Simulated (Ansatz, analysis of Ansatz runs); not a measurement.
# MgH2 (P4_2/mnm), nudged elastic band: Mg_i hop between voids (1.3 Å) (q = +2)

How high is the barrier when Mg changes place in MgH2 (P4_2/mnm)? The case: Mg_i hop between voids (1.3 Å), charge +2, in a cell of 72 host atoms with 1 Mg put in.

Main program and level: Ansatz 0.2.0; plane-wave PAW DFT, PBEsol; relaxation of all atoms of a defect supercell at fixed charge in a uniform background.

**1. The system as given**

The cell holds 73 atoms: 25 Mg and 48 H. Cell: a = 8.954 Å, b = 8.954 Å, c = 9.023 Å, α = 90.0°, β = 90.0°, γ = 90.0°. It derives from MgH2 (space group P4_2/mnm). Nearest the centre at fractional (0.500, 0.250, 0.826): Mg73 at 0.63 Å, H54 at 1.62 Å, H16 at 1.62 Å, H15 at 2.17 Å, H53 at 2.17 Å, Mg13 at 2.24 Å, Mg49 at 2.24 Å, H3 at 2.25 Å. The cell carries charge +2.

The cell's shortest repeat is 9.0 Å.

**2. Relaxation of the start point, charge +2**

The ends come first: from an unrelaxed start the top is counted from too high an energy, and the barrier comes out too low. Small random displacements break the symmetry of the ideal sites, so that the defect can distort if it gains by it. The charge of +2 is set by the electron count, and a uniform background keeps the cell neutral.

qp2.start/input.yaml

```yaml
crystal:
  lattice:
    - [8.95437031, 0.0, 0.0]
    - [0.0, 8.95437031, 0.0]
    - [0.0, 0.0, 9.0232221]
  atoms:
    - { symbol: Mg, position: [0.25, 0.25, 0.16666667] }
    - { symbol: Mg, position: [0.0, 0.0, 0.0] }
    - { symbol: H, position: [0.34777188, 0.34777188, 0.0] }
    - { symbol: H, position: [0.40222812, 0.09777188, 0.16666667] }
    - { symbol: H, position: [0.15222812, 0.15222812, 0.0] }
    - { symbol: H, position: [0.09777188, 0.40222812, 0.16666667] }
    - { symbol: Mg, position: [0.25, 0.25, 0.5] }
    - { symbol: Mg, position: [0.0, 0.0, 0.33333333] }
    - { symbol: H, position: [0.34777188, 0.34777188, 0.33333333] }
    - { symbol: H, position: [0.40222812, 0.09777188, 0.5] }
    - { symbol: H, position: [0.15222812, 0.15222812, 0.33333333] }
    - { symbol: H, position: [0.09777188, 0.40222812, 0.5] }
    - { symbol: Mg, position: [0.25, 0.25, 0.83333333] }
    - { symbol: Mg, position: [0.0, 0.0, 0.66666667] }
    - { symbol: H, position: [0.34777188, 0.34777188, 0.66666667] }
    - { symbol: H, position: [0.40222812, 0.09777188, 0.83333333] }
    - { symbol: H, position: [0.15222812, 0.15222812, 0.66666667] }
    - { symbol: H, position: [0.09777188, 0.40222812, 0.83333333] }
    - { symbol: Mg, position: [0.25, 0.75, 0.16666667] }
    - { symbol: Mg, position: [0.0, 0.5, 0.0] }
    - { symbol: H, position: [0.34777188, 0.84777188, 0.0] }
    - { symbol: H, position: [0.40222812, 0.59777188, 0.16666667] }
    - { symbol: H, position: [0.15222812, 0.65222812, 0.0] }
    - { symbol: H, position: [0.09777188, 0.90222812, 0.16666667] }
    - { symbol: Mg, position: [0.25, 0.75, 0.5] }
    - { symbol: Mg, position: [0.0, 0.5, 0.33333333] }
    - { symbol: H, position: [0.34777188, 0.84777188, 0.33333333] }
    - { symbol: H, position: [0.40222812, 0.59777188, 0.5] }
    - { symbol: H, position: [0.15222812, 0.65222812, 0.33333333] }
    - { symbol: H, position: [0.09777188, 0.90222812, 0.5] }
    - { symbol: Mg, position: [0.25, 0.75, 0.83333333] }
    - { symbol: Mg, position: [0.0, 0.5, 0.66666667] }
    - { symbol: H, position: [0.34777188, 0.84777188, 0.66666667] }
    - { symbol: H, position: [0.40222812, 0.59777188, 0.83333333] }
    - { symbol: H, position: [0.15222812, 0.65222812, 0.66666667] }
    - { symbol: H, position: [0.09777188, 0.90222812, 0.83333333] }
    - { symbol: Mg, position: [0.75, 0.25, 0.16666667] }
    - { symbol: Mg, position: [0.5, 0.0, 0.0] }
    - { symbol: H, position: [0.84777188, 0.34777188, 0.0] }
    - { symbol: H, position: [0.90222812, 0.09777188, 0.16666667] }
    - { symbol: H, position: [0.65222812, 0.15222812, 0.0] }
    - { symbol: H, position: [0.59777188, 0.40222812, 0.16666667] }
    - { symbol: Mg, position: [0.75, 0.25, 0.5] }
    - { symbol: Mg, position: [0.5, 0.0, 0.33333333] }
    - { symbol: H, position: [0.84777188, 0.34777188, 0.33333333] }
    - { symbol: H, position: [0.90222812, 0.09777188, 0.5] }
    - { symbol: H, position: [0.65222812, 0.15222812, 0.33333333] }
    - { symbol: H, position: [0.59777188, 0.40222812, 0.5] }
    - { symbol: Mg, position: [0.75, 0.25, 0.83333333] }
    - { symbol: Mg, position: [0.5, 0.0, 0.66666667] }
    - { symbol: H, position: [0.84777188, 0.34777188, 0.66666667] }
    - { symbol: H, position: [0.90222812, 0.09777188, 0.83333333] }
    - { symbol: H, position: [0.65222812, 0.15222812, 0.66666667] }
    - { symbol: H, position: [0.59777188, 0.40222812, 0.83333333] }
    - { symbol: Mg, position: [0.75, 0.75, 0.16666667] }
    - { symbol: Mg, position: [0.5, 0.5, 0.0] }
    - { symbol: H, position: [0.84777188, 0.84777188, 0.0] }
    - { symbol: H, position: [0.90222812, 0.59777188, 0.16666667] }
    - { symbol: H, position: [0.65222812, 0.65222812, 0.0] }
    - { symbol: H, position: [0.59777188, 0.90222812, 0.16666667] }
    - { symbol: Mg, position: [0.75, 0.75, 0.5] }
    - { symbol: Mg, position: [0.5, 0.5, 0.33333333] }
    - { symbol: H, position: [0.84777188, 0.84777188, 0.33333333] }
    - { symbol: H, position: [0.90222812, 0.59777188, 0.5] }
    - { symbol: H, position: [0.65222812, 0.65222812, 0.33333333] }
    - { symbol: H, position: [0.59777188, 0.90222812, 0.5] }
    - { symbol: Mg, position: [0.75, 0.75, 0.83333333] }
    - { symbol: Mg, position: [0.5, 0.5, 0.66666667] }
    - { symbol: H, position: [0.84777188, 0.84777188, 0.66666667] }
    - { symbol: H, position: [0.90222812, 0.59777188, 0.83333333] }
    - { symbol: H, position: [0.65222812, 0.65222812, 0.66666667] }
    - { symbol: H, position: [0.59777188, 0.90222812, 0.83333333] }
    - { symbol: Mg, position: [0.440462, 0.288248, 0.826402] }
total_charge: 2
basis:
  ecutwfc: 420
  xc_grid: 2
hamiltonian:
  xc: pbesol
kpoints:
  mp_grid: { grid: [1, 1, 1], shift: [0.25, 0.25, 0.25] }
scf:
  occupations: { method: fixed }
  max_iter: 150
output:
  forces: true
relax:
  f_tol: 0.02
  max_steps: 70
  random_displacement: { amplitude: 0.03, seed: 4107 }
```

The run is started by

```bash
> ansatz run input.yaml --threads 4 --pin off --max-ram 7536MiB --backend cpu --events-out ev --progress --plain --runs-dir out
```

The program printed:

```text
The last accepted step is kept in <dir> (removed where the run ends without a failure and the disk answers)
Engine: ansatz 0.2.0, aarch64-unknown-linux-gnu
Pseudopotentials: kind: paw
Pseudopotential: Mg, paw, valence charge 10, recommended cutoff 420 eV (normal), Mg.paw.azcp
Pseudopotential: H, paw, valence charge 1, recommended cutoff 420 eV (normal), H.paw.azcp
Functional definition: PBEsol
  exchange = pbesol_x
  correlation = pbesol_c
Crystal: 73 atoms, lattice volume = 723.489 Å³
Basis set: ecut = 420 eV, 14111 PW (Γ), exchange–correlation on 120×120×128 points (8 copies of the dense FFT grid, shifted against one another)
Bands: 221, of which v1, the nominal top of the filled ones, is band 148 counted from 1 (147 counted from 0)
Symmetry: 1 space group operations
k-points: 1
Non-local potential: Mg, projectors of the file, l = 0: 3, l = 1: 2, l = 2: 1
Non-local potential: H, projectors of the file, l = 0: 2, l = 1: 1
PAW form: soft (Blöchl's): semilocal exchange-correlation on the pseudo side does not see the compensation charge
PAW frozen core: Mg, regenerated for the run's functional, and the local potential with it (the file was generated under x = pbe(κ = 0.804, μ = 0.219515), c = pbe(β = 0.066725))
PAW one-centre angular grid: Mg, 110 points (default); XC on 64 Gauss nodes
PAW one-centre angular grid: H, 110 points (default); XC on 64 Gauss nodes
Initial density: superposition of atomic densities (neutral atoms scaled as one to the charged cell's electrons: chi_scale 0, normalization atom), corrected by the library's trained network
Initial wavefunctions: pseudopotential atomic-orbital guess
Functional: x = pbesol(κ = 0.804, μ = 0.123457), c = pbesol(β = 0.046)
SCF iter   1: F=—  HF=-48568.614083 eV  |F-HF|=—  |Δ(HF+E_count)|=         —  Δρ=1.67e-2  dr2=1.59e0  ethr=1.77e-3  ⟨swp⟩=6.0  Hψ=633  notcnv=0  defer=70
preconditioner: auto → Resta (q_TF=auto, 2.351 Å⁻¹)  ε∞=2.7  [insulator: Δε(μ)=2.963 eV  Ē_g=10.522 eV  n_scr=170 (ndim 8)  ℏωp=13.5 eV  f_vac=0.000  ε∞_Penn≈2.7]
SCF iter   2: F=—  HF=-48568.000250 eV  |F-HF|=—  |Δ(HF+E_count)|=   6.14e-1  Δρ=7.40e-3  dr2=3.78e-1  ethr=5.38e-4  ⟨swp⟩=3.0  Hψ=348  notcnv=0  defer=70
SCF iter   3: F=—  HF=-48567.826089 eV  |F-HF|=—  |Δ(HF+E_count)|=   1.74e-1  Δρ=9.92e-4  dr2=8.62e-3  ethr=1.28e-4  ⟨swp⟩=4.0  Hψ=305  notcnv=0  defer=39
automatic band count: iteration 3 solves 190 bands in place of 221: the levels show a gap, and the empty bands left out lie too high to hold charge; the band table lists the bands solved (type scf.n_extra_bands for more)
SCF iter   4: F=—  HF=-48567.824537 eV  |F-HF|=—  |Δ(HF+E_count)|=   1.55e-3  Δρ=2.48e-4  dr2=3.67e-4  ethr=2.91e-6  ⟨swp⟩=4.0  Hψ=339  notcnv=0  defer=40
iter 5 did not close the SCF: its close was put off for the readings that it lacked (scf_convergence_deferred on its scf_iter line)
SCF iter   5: F=-48567.824534 eV  HF=-48567.824533 eV  |F-HF|=1.21e-6  |Δ(HF+E_count)|=   4.12e-6  Δρ=4.08e-5  dr2=9.69e-6  ethr=1.24e-7  ⟨swp⟩=2.0  Hψ=174  notcnv=0  defer=40
SCF iter   6: F=-48567.824535 eV  HF=-48567.824535 eV  |F-HF|=1.26e-7  |Δ(HF+E_count)|=   2.43e-6  Δρ=8.77e-6  dr2=5.54e-7  ethr=3.27e-9  ⟨swp⟩=2.0  Hψ=611  notcnv=0
SCF 1 converged in 6 iterations: F = -48567.824535 eV  dr2 = 5.54e-7
  greatest PAW one-centre occupation: 1.001 electrons in one spin orbital (limit 2), on the Mg atom at site 72 (counted from 0), in its partial waves of l = 1
relax step   1: F+E_penalty+E_count = -48567.82453510 eV  Δ(F+E_penalty+E_count) = +0.000e0 eV  max|allowed force component| = 1.075e1 eV/Å  Δτ_max = 0.0000 Å  (6 SCF iters, dr2 threshold 1.00e-5 eV, accepted)
[... the SCF cycles and remarks between the steps are left out from here to the last step ...]
relax step   2: F+E_penalty+E_count = -48571.44165033 eV  Δ(F+E_penalty+E_count) = -3.617e0 eV  max|allowed force component| = 5.975e0 eV/Å  Δτ_max = 0.1915 Å  (5 SCF iters, dr2 threshold 1.00e-4 eV, accepted)
relax step   3: F+E_penalty+E_count = -48573.13835441 eV  Δ(F+E_penalty+E_count) = -1.697e0 eV  max|allowed force component| = 2.288e0 eV/Å  Δτ_max = 0.1937 Å  (4 SCF iters, dr2 threshold 1.00e-4 eV, accepted)
relax step   4: F+E_penalty+E_count = -48573.74438972 eV  Δ(F+E_penalty+E_count) = -6.060e-1 eV  max|allowed force component| = 6.538e-1 eV/Å  Δτ_max = 0.1947 Å  (4 SCF iters, dr2 threshold 1.00e-4 eV, accepted)
relax step   5: F+E_penalty+E_count = -48573.95816077 eV  Δ(F+E_penalty+E_count) = -2.138e-1 eV  max|allowed force component| = 5.790e-2 eV/Å  Δτ_max = 0.2000 Å  (5 SCF iters, dr2 threshold 3.49e-5 eV, accepted)
SCF iter   1: F=—  HF=-48573.970684 eV  |F-HF|=—  |Δ(HF+E_count)|=         —  Δρ=2.22e-3  dr2=2.75e-2  ethr=7.35e-5  ⟨swp⟩=6.0  Hψ=268  notcnv=0  defer=40
automatic band count: iteration 1 solves 190 bands in place of 221: the levels show a gap, and the empty bands left out lie too high to hold charge; the band table lists the bands solved (type scf.n_extra_bands for more)
SCF iter   2: F=—  HF=-48573.965891 eV  |F-HF|=—  |Δ(HF+E_count)|=   4.79e-3  Δρ=1.22e-3  dr2=8.86e-3  ethr=9.30e-6  ⟨swp⟩=2.0  Hψ=200  notcnv=0  defer=40
SCF iter   3: F=—  HF=-48573.963572 eV  |F-HF|=—  |Δ(HF+E_count)|=   2.32e-3  Δρ=8.02e-5  dr2=4.17e-5  ethr=2.99e-6  ⟨swp⟩=2.0  Hψ=205  notcnv=0  defer=40
SCF iter   4: F=—  HF=-48573.963615 eV  |F-HF|=—  |Δ(HF+E_count)|=   4.27e-5  Δρ=1.54e-5  dr2=1.62e-6  ethr=1.41e-8  ⟨swp⟩=2.0  Hψ=303  notcnv=0  defer=39
SCF iter   5: F=—  HF=-48573.963616 eV  |F-HF|=—  |Δ(HF+E_count)|=   4.12e-7  Δρ=3.84e-6  dr2=1.03e-7  ethr=3.38e-11  ⟨swp⟩=4.0  Hψ=638  notcnv=0
SCF iter   6: F=-48573.963616 eV  HF=-48573.963616 eV  |F-HF|=4.26e-9  |Δ(HF+E_count)|=   5.06e-8  Δρ=9.97e-7  dr2=7.70e-9  ethr=3.38e-11  ⟨swp⟩=4.0  Hψ=494  notcnv=0
SCF 6 converged in 6 iterations: F = -48573.963616 eV  dr2 = 7.70e-9
relax step   6: F+E_penalty+E_count = -48573.96361562 eV  Δ(F+E_penalty+E_count) = -5.455e-3 eV  max|allowed force component| = 8.891e-3 eV/Å  Δτ_max = 0.0608 Å  (6 SCF iters, accepted)
SCF converged after 6 iterations
Free energy (F): -48573.963616 eV
Harris-Foulkes:  -48573.963616 eV  (|F-HF|=4.26e-9)
Internal energy: -48573.963616 eV  (E = F + TS)
E sigma→0 (E₀):  -48573.963616 eV
Fermi energy:    2.234522 eV
--- Per-component energies (eV) ---
  E_band       = -9241.710248
  E_kinetic    = 2547.821063
  E_local      = -42678.363749  (includes V_loc(G=0)·N_el)
  E_nonlocal   = 2460.137099
  E_hartree    = 15297.601203
  E_xc         = -1137.614955
  E_vxc        = -1478.450616  (∫ρ·V_xc dr)
  E_paw        = -7047.763517  (= ΣΔE_a)
  E_vpaw       = -687.995674  (= ΣTr[D̂ρ^β])
  E_aug_tail   = -0.059162  (compensation charges beyond the density's cutoff)
  E_ewald      = -18017.193154
  E_core_change = 1.471557  (= ΣΔE_core)
  E_smearing   = -0.000000  (= −TS)
  E_closure    = -0.000000  (closes the sum)
  E_deformation_potential = 20.955798  (in the stress; not in F)
  Σ components = -48573.963616   (vs F -48573.963616, Δ=0.00e0)
--- Forces (eV/Å), atoms counted from 1 ---
  atom   1  Mg    -0.00032507    -0.00003557     0.00159848
  atom   2  Mg     0.00137988    -0.00002475     0.00289123
  atom   3  H     -0.00254112    -0.00166317    -0.00373644
  [... 9 atoms left out ...]
  atom  13  Mg    -0.00201533    -0.00694671     0.00104553
  [... 1 atom left out ...]
  atom  15  H     -0.00416511    -0.00165678     0.00146677
  atom  16  H     -0.00020575     0.00413662     0.00035861
  [... 24 atoms left out ...]
  atom  41  H      0.00391578     0.00144371    -0.00848783
  [... 7 atoms left out ...]
  atom  49  Mg     0.00020463     0.00889059     0.00030677
  [... 3 atoms left out ...]
  atom  53  H      0.00381480     0.00068583     0.00626329
  atom  54  H     -0.00247337    -0.00186646    -0.00103273
  [... 13 atoms left out ...]
  atom  68  Mg    -0.00419063     0.00135304    -0.00349420
  [... 4 atoms left out ...]
  atom  73  Mg    -0.00464634     0.00238281     0.00108655
  max |Σ_I F_I| component: 2.34e-5 eV/Å
--- Relaxed structure (6 steps of the walk, 6 accepted, 0 SCFs on fresh bases) ---
  F+E_penalty+E_count = -48573.96361562 eV   max|allowed force component| = 8.891e-3 eV/Å
  atoms:
    - { symbol: Mg, position: [0.255219, 0.248598, 0.167485] }
    - { symbol: Mg, position: [-0.001178, -0.008965, 0.005848] }
    - { symbol: H, position: [0.356680, 0.337934, -0.024546] }
    [... 9 atoms left out ...]
    - { symbol: Mg, position: [0.193522, 0.230467, 0.833562] }
    [... 1 atom left out ...]
    - { symbol: H, position: [0.356473, 0.338145, 0.692170] }
    - { symbol: H, position: [0.385478, 0.077757, 0.833677] }
    [... 24 atoms left out ...]
    - { symbol: H, position: [0.642122, 0.162860, -0.024561] }
    [... 7 atoms left out ...]
    - { symbol: Mg, position: [0.805200, 0.270847, 0.833662] }
    [... 3 atoms left out ...]
    - { symbol: H, position: [0.641937, 0.163125, 0.691758] }
    - { symbol: H, position: [0.613178, 0.423261, 0.833683] }
    [... 13 atoms left out ...]
    - { symbol: Mg, position: [0.494253, 0.526527, 0.660768] }
    [... 4 atoms left out ...]
    - { symbol: Mg, position: [0.499424, 0.250445, 0.833674] }
```

It took 21 s on 4 threads of Arm Neoverse V2, shared host; peak memory 0.97 GiB; 79 s of CPU time.

(Continued in part 2 of 2.)

[Long decimals in the printed logs are rounded to 6 places.]

[Repeated set-up lines and some long k-point lines are left out of the logs, and relaxed atomic positions are cut to six decimals.]

[Logs are printed without paths, hosts, clocks, repeated set-up lines and the standing remarks that a program may print on its own settings, such as how far it seeks lower states.]

[Hosts, paths, dates, database ids (printed as entryN), source tags and the programs' standing remarks are cut or masked in the printed files.]
